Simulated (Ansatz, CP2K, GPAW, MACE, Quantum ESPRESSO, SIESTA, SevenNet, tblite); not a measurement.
## Amorphous SnO2 (72 atoms) in other programs, against a plane-wave reference

Aim: run amorphous SnO2 (72 atoms) in several programs and set results and cost side by side. A plane-wave run serves as the reference.

Program: Ansatz 0.2.0. Level of theory: Kohn-Sham DFT, PBE, PAW, plane waves. Results are calculated unless marked as measured.

## (1) Set-up

The cell holds 72 atoms: 24 Sn and 48 O. Its edges and angles: a = 9.851 Å, b = 9.851 Å, c = 9.851 Å, α = 90.0°, β = 90.0°, γ = 90.0°. 72 atoms (24 Sn, 48 O) placed at random at 6.03 g/cm³, melted at 5000 K for 10 ps at fixed volume with the Morse and Coulomb pair potential with partial charges (Pedone, Malavasi, Menziani, Cormack and Segre, J. Phys. Chem. B 110, 11780 (2006)). Quenched from 5000 K to 300 K at 50 K/ps and fixed volume, held 10 ps at zero pressure, then minimised at fixed cell. Then every atom was moved at random, 0.02 Å r.m.s. a Cartesian component.

## (2) Reference: Ansatz, plane waves

The PAW files are the set soft_2.

input.yaml

```yaml
crystal:
  lattice:
    - [9.85089, 0.0, 0.0]
    - [0.0, 9.85089, 0.0]
    - [0.0, 0.0, 9.85089]
  atoms:
    - { symbol: Sn, position: [0.73259, 0.67325, 0.33158] }
    - { symbol: Sn, position: [0.04863, 0.22003, 0.43277] }
    - { symbol: Sn, position: [0.50783, 0.1779, 0.09886] }
    - { symbol: Sn, position: [0.77306, 0.46387, 0.57745] }
    [... 62 atom lines left out ...]
    - { symbol: O, position: [0.01429, 0.07853, 0.58513] }
    - { symbol: O, position: [0.81336, 0.56364, 0.17022] }
    - { symbol: O, position: [0.62857, 0.78852, 0.47161] }
    - { symbol: O, position: [0.90106, 0.31442, 0.53701] }
    - { symbol: O, position: [0.38552, 0.73193, 0.0255] }
    - { symbol: O, position: [0.18453, 0.36348, 0.36839] }
kpoints:
  mp_grid: { grid: [1, 1, 1] }
hamiltonian:
  xc: pbe
scf:
  occupations: { method: fermi_dirac, width: 0.05 }
output:
  forces: true
  eigenvalues: true
  populations: true
  stress: true
```

Launch:

```sh
> ansatz run input.yaml --threads 4 --pin off --max-ram 8192MiB --backend cpu --events-out ev --progress --plain --runs-dir out
```

Numbers of over 12 decimals in the logs are rounded to 6 here.

The program printed:

```text
[...]
Pseudopotentials: kind: paw
Pseudopotential: Sn, paw, valence charge 14, recommended cutoff 420 eV (normal), Sn.paw.azcp
Pseudopotential: O, paw, valence charge 6, recommended cutoff 420 eV (normal), O.paw.azcp
[... 5 lines on functional and potentials left out ...]
Crystal: 72 atoms, lattice volume = 955.931 Å³
Basis set: ecut = 420 eV, 18805 PW (Γ), exchange–correlation on 144×144×144 points (8 copies of the dense FFT grid, shifted against one another)
Bands: 384, of which v1, the nominal top of the filled ones, is band 312 counted from 1 (311 counted from 0)
Symmetry: 1 space group operations
Space group: P1 (ITA 1), of the structure as read, at distance tolerance 9.9e-5 Å
k-points: 1
[... 5 lines on functional and potentials left out ...]
Initial density: superposition of atomic densities (neutral atoms: chi_scale 0, normalization atom), corrected by the library's trained network
Initial wavefunctions: pseudopotential atomic-orbital guess
[...]
SCF iter   1: F=—  HF=-171794.195799 eV  |F-HF|=—  |Δ(HF+E_count)|=         —  Δρ=3.94e-3  dr2=1.32e-1  ethr=1.77e-3  ⟨swp⟩=5.0  Hψ=1411  notcnv=0  defer=50
preconditioner: auto → LDOS  [insulator: Δε(μ)=0.311 eV  Ē_g=18.882 eV  σ=0.050 eV  W_gap=0.91  n_scr=250 (ndim 8)  ℏωp=30.0 eV  f_vac=0.093  D(μ)=3.41/eV (n_scr^D=6)  ε∞_Penn≈3.5  β→1.0]
[...]
SCF iter  10: F=—  HF=-171794.186218 eV  |F-HF|=—  |Δ(HF+E_count)|=   2.43e-8  Δρ=4.29e-6  dr2=1.99e-7  ethr=1.23e-10  ⟨swp⟩=2.0  Hψ=433  notcnv=0  defer=63
SCF iter  11: F=-171794.186218 eV  HF=-171794.186218 eV  |F-HF|=1.82e-8  |Δ(HF+E_count)|=   1.93e-8  Δρ=2.12e-6  dr2=3.72e-8  ethr=1.60e-11  ⟨swp⟩=13.0  Hψ=1752  notcnv=0
SCF 1 converged in 11 iterations: F = -171794.186218 eV  dr2 = 3.72e-8
[...]
SCF converged after 11 iterations
Free energy (F): -171794.186218 eV
Harris-Foulkes:  -171794.186218 eV  (|F-HF|=1.82e-8)
Internal energy: -171794.150559 eV  (E = F + TS)
E sigma→0 (E₀):  -171794.168388 eV
Entropy (-TS):   -0.035659 eV (-0.495 meV/atom)
Fermi energy:    8.397151 eV
--- Per-component energies (eV) ---
[...]
Σ components = -171794.186218   (vs F -171794.186218, Δ=0.00e0)
--- Forces (eV/Å), atoms counted from 1 ---
  atom   1  Sn    -0.88158914    -0.71587134     0.21267011
  atom   2  Sn    -0.16253609    -0.00437072    -0.49506816
  atom   3  Sn    -0.29607908     1.59035418     0.34806617
  atom   4  Sn    -0.40338549     1.45212606    -0.34135811
[...]
atom  72  O     -0.05423863     0.39800146     0.51227417
  max |Σ_I F_I| component: 3.07e-5 eV/Å
--- Stress (GPa, compression-positive) ---
        7.136800       0.277351       0.467333
        0.277351       7.793027      -0.533795
        0.467332      -0.533796       9.217446
  P = ⅓ Tr σ = 8.0491 GPa (80.491 kbar)
--- Band table (eV) ---
  k-point 0: bands = ["-13.5977", "-13.5061", "-13.4425", "-13.3820", [... 368 levels ...], "17.3815", "17.5912", "17.6463", "17.6603", "17.7286", "17.7637", "17.8031", "17.8811", "17.9414", "18.0820", "18.1393", "18.1812"]
--- Löwdin populations: 72 sites ---
  site symbol       q [e]
     0     Sn     12.2504
     1     Sn     12.2915
     2     Sn     12.2528
[...]
71      O      6.7537
  spilling = 0.005281 (of n_electrons = 624.000000)
```

The job ended after 14 s (4 threads of Arm Neoverse V2, shared host; peak memory 1.4 GiB; 49 s of CPU time).

Numbers from this run:

```yaml
free_energy: -171794.1862 eV
free_energy_per_atom: -2386.0304 eV/atom
scf_cycles: 11
pressure: 8.049 GPa
r_m_s_force_component: 0.6738 eV/Å
longest_force: 2.569 eV/Å
fermi_energy: 8.397 eV
spacing_of_highest_filled_and_lowest_empty_level: 0.335 eV
levels_partly_filled_by_over_2_per_cent: 2
spilling_of_the_projection: 0.005281
```

Neighbours are counted within 2.52 Å (O-Sn).

Length of the force by element and coordination:

```
element  coordination  atoms  mean length of the force (eV/Å)  spread  least   most
      O           all     48                             1.03   0.447  0.215   2.09
      O             2     12                             1.37   0.418  0.862   2.09
      O             3     35                            0.902   0.393  0.215   1.82
      O             4      1                             1.31       0   1.31   1.31
     Sn           all     24                             1.14   0.513  0.388   2.57
     Sn             4      1                            0.746       0  0.746  0.746
     Sn             5      9                             1.32   0.592  0.388   2.57
     Sn             6     14                             1.06   0.433  0.481   1.90
```

Löwdin charges by element and coordination (they lack the spilled electrons, 0.046 e an atom on average):

```
element  coordination  atoms  mean charge (e)  spread   least    most
      O           all     48           -0.802  0.0202  -0.841  -0.754
      O             2     12           -0.827  0.0116  -0.841  -0.797
      O             3     35           -0.793  0.0146  -0.812  -0.754
      O             4      1           -0.821       0  -0.821  -0.821
     Sn           all     24             1.74  0.0247    1.67    1.79
     Sn             4      1             1.77       0    1.77    1.77
     Sn             5      9             1.75  0.0234    1.71    1.79
     Sn             6     14             1.74  0.0242    1.67    1.77
```

The levels nearest the highest filled one (over half full), pooled over k-points and spins:

```
level less the highest filled one (eV)  occupation
                                -0.365           2
                                -0.327           2
                                -0.240           2
                                -0.208        2.00
                               -0.0598        1.98
                                     0        1.94
                                 0.335       0.078
                                  2.55           0
                                  2.87           0
                                  3.13           0
                                  3.17           0
                                  3.33           0
```

The run ends at a pressure of 8.05 GPa, with forces up to 2.6 eV/Å.

## (3) Local order

Density 6.28 g/cm³, 13.28 Å³ an atom.

Pair distribution functions g(r), in bins of 0.2 Å:

```
r (Å)  total   O-O  O-Sn  Sn-Sn
 1.80   0.12  0.00  0.28   0.00
 2.00   3.48  0.00  7.81   0.00
 2.20   0.93  0.00  2.10   0.00
 2.40   0.18  0.16  0.24   0.00
 2.60   0.67  1.36  0.15   0.00
 2.80   1.21  2.69  0.04   0.00
 3.00   1.34  2.77  0.11   0.57
 3.20   1.03  1.50  0.29   2.16
 3.40   0.83  0.86  0.61   1.59
 3.60   0.82  0.53  0.81   2.02
 3.80   1.07  0.53  1.18   2.83
 4.00   1.12  1.01  1.26   1.00
 4.20   1.03  0.60  1.54   0.67
 4.40   0.85  0.63  1.20   0.35
 4.60   1.00  0.65  1.47   0.50
 4.80   1.01  0.81  1.19   1.08
```

Bonds by pair of elements; cutoffs follow the first minimum of g(r), held within bounds set by covalent radii, and pairs that aren't listed don't count as bonded:

```
pair A-B  cutoff (Å)  bonds  mean length (Å)  spread (Å)  shortest (Å)  B about A  A about B
    O-Sn        2.52    133             2.06       0.101          1.86       2.77       5.54
```

How many atoms have how many bonded neighbours:

```
element  mean   2   3  4  5   6
      O  2.77  12  35  1  0   0
     Sn  5.54   0   0  1  9  14
```

Rings of the network by King's shortest-path rule, up to 12 atoms, one path for each pair of neighbours; H, halogens, alkali and alkaline-earth atoms are left out, and the last column divides by all other atoms, bonded or not:

```
ring size (atoms)  rings  per network atom
                4     25             0.347
                6     55             0.764
                8     82              1.14
               10     30             0.417
               12      2             0.028
```

## (4) What was run beside it

The programs:
- CP2K 2026.2: Gaussian basis with GTH pseudopotentials and a plane-wave density; labels give functional, basis (MOLOPT sets; SR short-range, UZH the newer set with its own potentials), grid cutoff/relative cutoff and solver (OT: orbital transformation; TRS4, TC2, SIGN: linear-scaling purification with its sparsity filter), or its built-in tight binding.
- GPAW 26.7.0: PAW with atomic orbitals (LCAO), plane waves or a real-space grid of spacing h.
- MACE: machine-learned potential, published weights.
- Quantum ESPRESSO 7.5: plane waves; labels (QE) give functional, pseudopotential set and cutoffs of waves/density.
- SIESTA 5.4.2: numerical atomic orbitals, whose automatically made sets are far from complete, with PseudoDojo norm-conserving potentials that we converted to its format (checked against plane waves on the same files for H, C, O, Si, Ge and Ca alone); labels give functional, basis size, energy shift and mesh cutoff.
- SevenNet: machine-learned potential, published weights.
- tblite 0.8.0: extended tight binding, driven from Python.

All use the same cell and atoms; the electronic-structure runs use the same k-mesh, and an electronic temperature of 580 K (0.05 eV) where levels are smeared.

Differences are against the plane-wave reference, forces as r.m.s. over components; share is that over the reference's r.m.s. force, slope the least-squares factor from reference forces to these. Total energies of different programs have different zeros and aren't compared.

```
                                                         run  Δ force, r.m.s. (meV/Å)  share (%)  slope  Δ pressure (GPa)  Δ gap (eV)  cores  CPU time  memory (GiB)
                                                   reference                        -          -      -                 -           -      4      49 s           1.4
              CP2K PBE, DZVP-UZH, 600/50 Ry, diagonalisation                      135       20.0  1.032              4.09           -      4   4.2 min           4.7
CP2K PBE, SZV-MOLOPT-SR, 600/50 Ry, diagonalisation (coarse)                      342       50.7  1.116              14.3           -      2   4.5 min           2.8
                                GPAW PBE, LCAO dzp, h 0.18 Å                      147       21.8  1.114                 -     -0.0994      1   2.7 min           1.5
                                 MACE MP-0b2 small potential                      145       21.5  0.851            -0.122           -      1     5.3 s          0.67
                    QE PBE, sssp-1.3.0-efficiency, 60/480 Ry                     22.5       3.34  1.018             0.456           -      4   9.4 min           3.0
                 SIESTA PBE, DZP, shift 0.01 Ry, mesh 500 Ry                      201       29.8  1.179              5.59           -      2   6.5 min           2.2
        SIESTA PBE, SZP, shift 0.01 Ry, mesh 500 Ry (coarse)                      247       36.6  1.218              7.43           -      2   6.2 min             2
                                        SevenNet 0 potential                      106       15.8  0.952             0.962           -      1     6.3 s          0.86
                                     SevenNet l3i5 potential                     73.7       10.9  0.995             0.682           -      1       8 s           1.3
                                             tblite GFN1-xTB                      430       63.8  0.505             -15.8           -      1     2.5 s          0.11
```

Rows marked coarse were listed beforehand as settings not expected to be converged; some can still land near the reference.

Times of the machine-learned potentials are mostly Python's start and the loading of weights.

CPU time is summed over cores on a shared host, where runs went side by side, so it is rough. Symmetry, cutoffs, thresholds, outputs and thread counts weren't matched or tuned between programs; memory under MPI is the largest rank's times the ranks.

Mean charges by element (e), by run and scheme:

```
                                           run     scheme     Sn      O
                                     reference     Löwdin  +1.74  -0.80
CP2K PBE, DZVP-UZH, 600/50 Ry, diagonalisation   Mulliken  +2.03  -1.02
CP2K PBE, DZVP-UZH, 600/50 Ry, diagonalisation  Hirshfeld  +0.64  -0.32
   SIESTA PBE, DZP, shift 0.01 Ry, mesh 500 Ry  Hirshfeld  +0.57  -0.29
                               tblite GFN1-xTB   Mulliken  +0.74  -0.37
```

The reference's Löwdin charges lack the electrons that the projection spills, 0.046 e an atom on average.

## (5) What came out

```json
{
 "reference r.m.s. force component": "0.674 eV/Å",
 "nearest in forces": "QE PBE, sssp-1.3.0-efficiency, 60/480 Ry, 3.3 %",
 "farthest in forces": "tblite GFN1-xTB, 64 %",
 "cheapest electronic-structure run beside the reference": "tblite GFN1-xTB, 2.5 s of CPU time"
}
```

PBE on plane waves or a grid with other potentials, cutoffs or grids, coarse settings apart, differs from the reference by 3.3 % (QE PBE, sssp-1.3.0-efficiency, 60/480 Ry) of the r.m.s. force; this holds the reference's own error, so differences of a few per cent don't tell which side is nearer the exact PBE result (QE's 60 Ry are 816 eV, against the reference's 420 eV). The PBE runs in local orbitals, coarse settings apart, differ by 20 % (CP2K PBE, DZVP-UZH, 600/50 Ry, diagonalisation) to 30 % (SIESTA PBE, DZP, shift 0.01 Ry, mesh 500 Ry); basis, grid and potentials can all enter. Tight binding differs by 64 % (tblite GFN1-xTB); it is another model, with fitted parameters of its own, and the xTB methods hold dispersion. Machine-learned potentials differ by 11 % (SevenNet l3i5 potential) to 22 % (MACE MP-0b2 small potential); they were trained on other programs' data. Runs with settings chosen to be coarse differ by 37 % (SIESTA PBE, SZP, shift 0.01 Ry, mesh 500 Ry) to 51 % (CP2K PBE, SZV-MOLOPT-SR, 600/50 Ry, diagonalisation), their programs' other errors included. One electronic-structure run takes under half the reference's CPU time: tblite GFN1-xTB, at 64 % in 2.5 s against 49 s, too far off to be of use; its pressure misses by -15.8 GPa. SIESTA PBE, SZP, shift 0.01 Ry, mesh 500 Ry stiffens the forces by a factor of 1.22 while following their directions (correlation 0.972); the slopes of the 2 SIESTA runs lie between 1.18 and 1.22. At the same functional, the gap of GPAW PBE, LCAO dzp, h 0.18 Å lies 0.10 eV below the reference's 0.335 eV. In pressure, CP2K PBE, SZV-MOLOPT-SR, 600/50 Ry, diagonalisation misses by +14.3 GPa, at the same functional. Charges hang on model, scheme and program or settings: among these rows the mean for Sn runs from +0.57 to +2.03 e. In the reference: the highest filled and lowest empty levels lie 0.335 eV apart (at Γ alone), but 2 levels are partly filled, by over 2 %, under the smearing. In the reference: forces differ by site in this geometry: O atoms with 2 neighbours bear 1.4 eV/Å on average, against 0.90 eV/Å for those with 3. Periodic xTB results under one method name differ between programs and library versions. The potentials hold different valence shells: 624 electrons in the reference, 384 in CP2K with SZV-MOLOPT-SR; this bears on time and differences. Machine-learned potentials mimic data converged in k, so the reference's own k-point error enters their differences. The quench rate of 50 K/ps is many orders above laboratory rates, so the cell is likely richer in defects and strain than a real sample. The network of bonds at the start is that of the classical potential that made the cell, and needn't be the one that DFT or experiment would give. The electronic-structure runs sample only Γ, in a cell whose shortest periodic width is 10 Å.

[Also dropped from logs without a mark: logging warnings of Python, and SIESTA's first energy breakdown and zero terms.]

[Logs are printed without paths, hosts, clocks, repeated set-up lines and the standing remarks that a program may print on its own settings, such as how far it seeks lower states.]

[Hosts, paths, dates, database ids (printed as entryN), source tags and the programs' standing remarks are cut or masked in the printed files.]
